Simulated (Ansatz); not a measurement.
# Relaxing generalised stacking fault on (111) (glide set) of a Ge-Sn solid solution (48 atoms)

How does generalised stacking fault on (111) (glide set) of a Ge-Sn solid solution (48 atoms) relax, and what do bonds, charges and levels look like afterwards?

Method: Kohn-Sham DFT, PBE, PAW (set soft_2), plane waves, in Ansatz 0.2.0.

## (1) Set-up

The cell holds 48 atoms: 34 Ge and 14 Sn. Cell: a = 8.334 Å, b = 7.218 Å, c = 20.806 Å, α = 90.0°, β = 80.4°, γ = 90.0°. It derives from Ge and Sn. Diamond-structure Ge lattice (a = 5.8932 Å, the value set for the mixture), cell with z along [111], 2 x 1 x 2 periods; the third cell vector is tilted by 0.833 of 1/2[1-10] and lengthened by 0.1 Å, so the cell holds one fault (glide set); displaced by a Gaussian of 0.01 Å; 14 of 48 Ge sites given to Sn at random (lattice constant by Vegard's rule between Ge and Sn).

Limits known from the start: Atoms were free to move along the slip, so the relaxation can undo part or all of it. The host structure and its lattice constant were typed by rule, without a check against the phase diagram.

## (2) Single point at the start

The forces at the start show how far the geometry lies from a minimum of this functional.

Input file input.yaml:

```yaml
crystal:
  lattice:
    - [8.33424, 0.0, 0.0]
    - [0.0, 7.21767, 0.0]
    - [3.47263, 0.0, 20.51464]
  atoms:
    - { symbol: Ge, position: [0.74355, 0.50103, 0.02077] }
    - { symbol: Sn, position: [0.68837, 0.4986, 0.14553] }
    - { symbol: Sn, position: [0.67411, 0.83367, 0.1874] }
    - { symbol: Ge, position: [0.62074, 0.83482, 0.31122] }
    [... 38 atom lines left out ...]
    - { symbol: Sn, position: [0.71448, 0.3331, 0.68388] }
    - { symbol: Ge, position: [0.66286, 0.33313, 0.80772] }
    - { symbol: Sn, position: [0.64648, 0.66667, 0.84966] }
    - { symbol: Ge, position: [0.59132, 0.66691, 0.97539] }
    - { symbol: Ge, position: [0.89439, 0.16733, 0.85016] }
    - { symbol: Ge, position: [0.84582, 0.16854, 0.9739] }
kpoints:
  mp_grid: { grid: [2, 2, 1] }
hamiltonian:
  xc: pbe
scf:
  occupations: { method: fermi_dirac, width: 0.05 }
output:
  forces: true
```

Started as:

```console
$ ansatz run input.yaml --threads 4 --pin off --max-ram 8192MiB --backend cpu --events-out ev --progress --plain --runs-dir out
```

Elapsed: 59 s, on 4 threads of Arm Neoverse V1, shared host; peak memory 5.3 GiB; 3.9 min of CPU time.

The program notes that it cut back its work space to fit the memory limit.

The run gave:

```
free energy            : -230352.2687 eV
free energy per atom   : -4799.0056 eV/atom
SCF cycles             : 9
r.m.s. force component : 2.172 eV/Å
longest force          : 11.83 eV/Å
Fermi energy           : 8.391 eV
```

The r.m.s. force component of 2.2 eV/Å sets the starting point.

Neighbours are counted within 2.93 Å (Ge-Ge), 3.03 Å (Ge-Sn), 2.84 Å (Sn-Sn).

Length of the force by element and coordination:

| element | coordination | atoms | mean length of the force (eV/Å) | spread | least | most |
| --- | --- | --- | --- | --- | --- | --- |
| Ge | all | 34 | 2.29 | 2.87 | 0.0598 | 11.8 |
| Ge | 3 | 6 | 7.89 | 2.72 | 5.78 | 11.8 |
| Ge | 4 | 28 | 1.09 | 0.515 | 0.0598 | 1.63 |
| Sn | all | 14 | 2.74 | 2.88 | 0.106 | 9.87 |
| Sn | 3 | 2 | 9.64 | 0.235 | 9.40 | 9.87 |
| Sn | 4 | 12 | 1.59 | 0.617 | 0.106 | 2.16 |

## (3) Relaxation

The atoms are relaxed in the fixed cell, aiming at the force tolerance of the input.

input.yaml, as its differences from that of step 2:

```diff
@@ -15 +15,4 @@
   forces: true
+relax:
+  f_tol: 0.03
+  max_steps: 83
```

It took 5.6 min on 4 threads; peak memory 5.5 GiB.

The steps of the relaxation:

| step | energy less that of the first step (eV) | largest force component (eV/Å) |
| --- | --- | --- |
| 1 | 0.0000 | 8.5062 |
| 2 | -7.2955 | 3.0317 |
| 3 | -10.9070 | 1.3689 |
| 4 | -11.9259 | 0.2880 |
| 5 | -11.9812 | 0.0546 |
| 6 | -11.9825 | 0.0380 |
| 7 | -11.9834 | 0.0033 |

The atoms that moved most (Å):

| atom | dx | dy | dz | length |
| --- | --- | --- | --- | --- |
| Ge9 | 0.474 | -0.066 | -0.003 | 0.479 |
| Ge1 | 0.367 | -0.064 | -0.282 | 0.467 |
| Ge38 | -0.406 | 0.020 | -0.125 | 0.426 |
| Sn2 | 0.326 | -0.031 | -0.218 | 0.393 |
| Ge20 | -0.335 | -0.129 | -0.095 | 0.371 |
| Ge48 | -0.358 | -0.040 | -0.056 | 0.364 |
| Sn40 | -0.325 | -0.135 | 0.034 | 0.353 |
| Ge36 | -0.319 | 0.075 | -0.073 | 0.336 |

The relaxation changed the energy by -250 meV/atom, and atoms moved by 0.25 Å r.m.s., 0.48 Å at most.

## (4) Distances and neighbours after relaxation

Density 5.56 g/cm³, 25.71 Å³ an atom.

g(r), total and by pair (bins of 0.1 Å):

| r (Å) | total | Ge-Ge | Ge-Sn | Sn-Sn |
| --- | --- | --- | --- | --- |
| 2.35 | 0.00 | 0.00 | 0.00 | 0.00 |
| 2.45 | 5.87 | 11.70 | 0.00 | 0.00 |
| 2.55 | 1.32 | 1.60 | 1.24 | 0.00 |
| 2.65 | 4.45 | 0.00 | 10.80 | 0.00 |
| 2.75 | 0.89 | 0.00 | 0.00 | 10.40 |
| 2.85 | 0.00 | 0.00 | 0.00 | 0.00 |
| 2.95 | 0.00 | 0.00 | 0.00 | 0.00 |
| 3.05 | 0.00 | 0.00 | 0.00 | 0.00 |
| 3.15 | 0.00 | 0.00 | 0.00 | 0.00 |
| 3.25 | 0.00 | 0.00 | 0.00 | 0.00 |
| 3.35 | 0.00 | 0.00 | 0.00 | 0.00 |
| 3.45 | 0.00 | 0.00 | 0.00 | 0.00 |
| 3.55 | 0.00 | 0.00 | 0.00 | 0.00 |
| 3.65 | 0.00 | 0.00 | 0.00 | 0.00 |
| 3.75 | 0.00 | 0.00 | 0.00 | 0.00 |
| 3.85 | 0.06 | 0.11 | 0.00 | 0.00 |
| 3.95 | 1.52 | 2.27 | 0.92 | 0.00 |
| 4.05 | 3.36 | 3.82 | 2.75 | 3.62 |
| 4.15 | 3.68 | 2.58 | 5.29 | 2.36 |
| 4.25 | 2.65 | 2.08 | 3.32 | 2.77 |
| 4.35 | 1.94 | 2.16 | 1.85 | 1.07 |
| 4.45 | 0.82 | 0.69 | 0.94 | 1.01 |
| 4.55 | 0.37 | 0.33 | 0.49 | 0.00 |
| 4.65 | 0.79 | 0.71 | 0.76 | 1.39 |
| 4.75 | 1.77 | 1.05 | 2.28 | 3.53 |
| 4.85 | 2.21 | 2.38 | 2.10 | 1.71 |
| 4.95 | 2.79 | 2.91 | 2.96 | 1.23 |
| 5.05 | 1.88 | 1.87 | 2.19 | 0.39 |
| 5.15 | 0.45 | 0.52 | 0.39 | 0.38 |
| 5.25 | 0.06 | 0.06 | 0.08 | 0.00 |
| 5.35 | 0.03 | 0.06 | 0.00 | 0.00 |
| 5.45 | 0.00 | 0.00 | 0.00 | 0.00 |
| 5.55 | 0.14 | 0.17 | 0.13 | 0.00 |
| 5.65 | 0.11 | 0.05 | 0.13 | 0.31 |
| 5.75 | 0.34 | 0.26 | 0.37 | 0.61 |
| 5.85 | 1.02 | 0.89 | 0.96 | 2.05 |
| 5.95 | 1.30 | 1.53 | 1.11 | 0.85 |
| 6.05 | 0.47 | 0.47 | 0.51 | 0.28 |
| 6.15 | 0.29 | 0.45 | 0.16 | 0.00 |
| 6.25 | 0.94 | 0.91 | 1.00 | 0.76 |
| 6.35 | 1.57 | 1.14 | 2.25 | 0.74 |
| 6.45 | 1.41 | 1.55 | 1.19 | 1.68 |
| 6.55 | 1.29 | 1.51 | 1.06 | 1.17 |
| 6.65 | 0.37 | 0.35 | 0.33 | 0.68 |

## (5) Single point at the relaxed geometry

The electronic structure is read at the final geometry, in a run of its own.

Input file input.yaml:

```yaml
crystal:
  lattice:
    - [8.33424, 0.0, 0.0]
    - [0.0, 7.21767, 0.0]
    - [3.47263, 0.0, 20.51464]
  atoms:
    - { symbol: Ge, position: [0.79332, 0.4921, 0.00701] }
    - { symbol: Sn, position: [0.73191, 0.49433, 0.13489] }
    - { symbol: Sn, position: [0.69105, 0.84146, 0.19312] }
    - { symbol: Ge, position: [0.64346, 0.84654, 0.3202] }
    [... 38 atom lines left out ...]
    - { symbol: Sn, position: [0.70127, 0.3515, 0.68768] }
    - { symbol: Ge, position: [0.6497, 0.32713, 0.81351] }
    - { symbol: Sn, position: [0.62046, 0.67357, 0.85072] }
    - { symbol: Ge, position: [0.56278, 0.67137, 0.97879] }
    - { symbol: Ge, position: [0.87566, 0.16175, 0.84926] }
    - { symbol: Ge, position: [0.80403, 0.16304, 0.97118] }
kpoints:
  mp_grid: { grid: [2, 2, 1] }
hamiltonian:
  xc: pbe
scf:
  occupations: { method: fermi_dirac, width: 0.05 }
output:
  forces: true
  stress: true
  populations: true
  dos:
    method: { smearing: { sigma: 0.15 } }
    de: 0.1
    projected: { site_lists: { Ge: [Ge], Sn: [Sn] } }
  eigenvalues: true
  write_density: true
  write_potential: true
  volumetric_format: npy
```

Run time: 2.1 min. Hardware: 4 threads; peak memory 5.3 GiB; 8.2 min of CPU time.

Read from the output:

```yaml
free_energy: -230364.2522 eV
free_energy_per_atom: -4799.2553 eV/atom
scf_cycles: 8
pressure: 3.881 GPa
r_m_s_force_component: 0.00127 eV/Å
longest_force: 0.00505 eV/Å
fermi_energy: 8.414 eV
levels_partly_filled_by_over_2_per_cent: 4
spilling_of_the_projection: 0.001548
```

Löwdin charges by element (they lack the spilled electrons, 0.022 e an atom on average):

| element | coordination | atoms | mean charge (e) | spread | least | most |
| --- | --- | --- | --- | --- | --- | --- |
| Ge | all | 34 | -0.0556 | 0.0621 | -0.199 | 0.0424 |
| Sn | all | 14 | 0.209 | 0.0489 | 0.137 | 0.300 |

States in the cell by windows of 1 eV, zero at the Fermi level; the larger projections on atomic orbitals stand beside the total:

| from (eV) | to (eV) | total | Ge p | Sn p | Ge s | Sn s |
| --- | --- | --- | --- | --- | --- | --- |
| -18 | -13 | 0.0 | 0.0 | 0.0 | 0.0 | 0.0 |
| -13 | -12 | 0.7 | 0.0 | 0.0 | 0.5 | 0.1 |
| -12 | -11 | 10.2 | 1.4 | 0.7 | 7.1 | 1.0 |
| -11 | -10 | 14.7 | 2.7 | 1.1 | 9.3 | 1.6 |
| -10 | -9 | 16.1 | 3.4 | 1.2 | 8.2 | 3.2 |
| -9 | -8 | 8.1 | 2.0 | 0.6 | 3.3 | 2.1 |
| -8 | -7 | 17.5 | 5.6 | 1.9 | 6.9 | 2.9 |
| -7 | -6 | 13.6 | 4.5 | 1.5 | 4.0 | 3.4 |
| -6 | -5 | 7.6 | 2.8 | 0.8 | 2.2 | 1.7 |
| -5 | -4 | 7.0 | 3.7 | 1.0 | 1.5 | 0.9 |
| -4 | -3 | 29.6 | 20.9 | 6.3 | 1.4 | 0.9 |
| -3 | -2 | 31.2 | 22.3 | 7.6 | 0.7 | 0.4 |
| -2 | -1 | 26.6 | 16.7 | 9.1 | 0.5 | 0.2 |
| -1 | 0 | 9.1 | 5.3 | 2.8 | 0.7 | 0.2 |
| 0 | 1 | 11.2 | 4.9 | 2.0 | 2.8 | 0.8 |
| 1 | 2 | 24.7 | 11.0 | 4.9 | 5.0 | 2.1 |
| 2 | 3 | 28.7 | 13.8 | 5.8 | 4.2 | 2.2 |
| 3 | 4 | 32.6 | 16.9 | 8.4 | 1.9 | 1.0 |

Between -26 and -18 eV lie 480 more states.

The levels nearest the highest filled one (over half full), pooled over k-points and spins:

| level less the highest filled one (eV) | occupation |
| --- | --- |
| -0.416 | 2 |
| -0.343 | 2.00 |
| -0.289 | 2.00 |
| -0.221 | 1.99 |
| -0.0094 | 1.52 |
| 0 | 1.45 |
| 0.0972 | 0.548 |
| 0.111 | 0.444 |
| 0.249 | 0.036 |
| 0.309 | 0.011 |
| 0.455 | 0.001 |
| 0.487 | 0 |

Mean Löwdin charges: Ge -0.06, Sn +0.21 e. Charges this small depend on the projection, at times even in sign. Within 0.4 eV of the Fermi level the largest share is Ge p (50 % of the projected weight).

## (6) What came out

| Property | Result |
| --- | --- |
| energy change in the relaxation | -249.7 meV/atom |
| r.m.s. displacement | 0.249 Å |
| largest displacement | 0.479 Å |
| free energy per atom | -4799.2553 eV/atom |
| density | 5.559 g/cm³ |
| pressure | 3.881 GPa |
| r.m.s. force component | 0.00127 eV/Å |
| wall time of the 3 DFT runs | 8.7 min |

What this shows: Relaxation lowers the energy by 250 meV/atom and moves atoms by 0.25 Å r.m.s.; the r.m.s. force component goes from 2.2 to 0.0013 eV/Å. Layers on the two sides of the fault moved in opposite directions along the plane, so much of the imposed slip has spread into a shear of the crystal. First to last step the energy falls by 11.983 eV; the largest move, 0.48 Å, is that of Ge9. Counting bands leaves a spacing of only 0.097 eV (on the run's k-points), which the smearing bridges: 4 levels are partly filled by over 2 %, so a gap, if any, is small at this level.

What to keep in mind: Atoms were free to move along the slip, so the relaxation can undo part or all of it. The pressure of 3.9 GPa says that the cell would expand at this level of theory.

[Logs are printed without paths, hosts, clocks, repeated set-up lines and the standing remarks that a program may print on its own settings, such as how far it seeks lower states.]

[Hosts, paths, dates, database ids (printed as entryN), source tags and the programs' standing remarks are cut or masked in the printed files.]
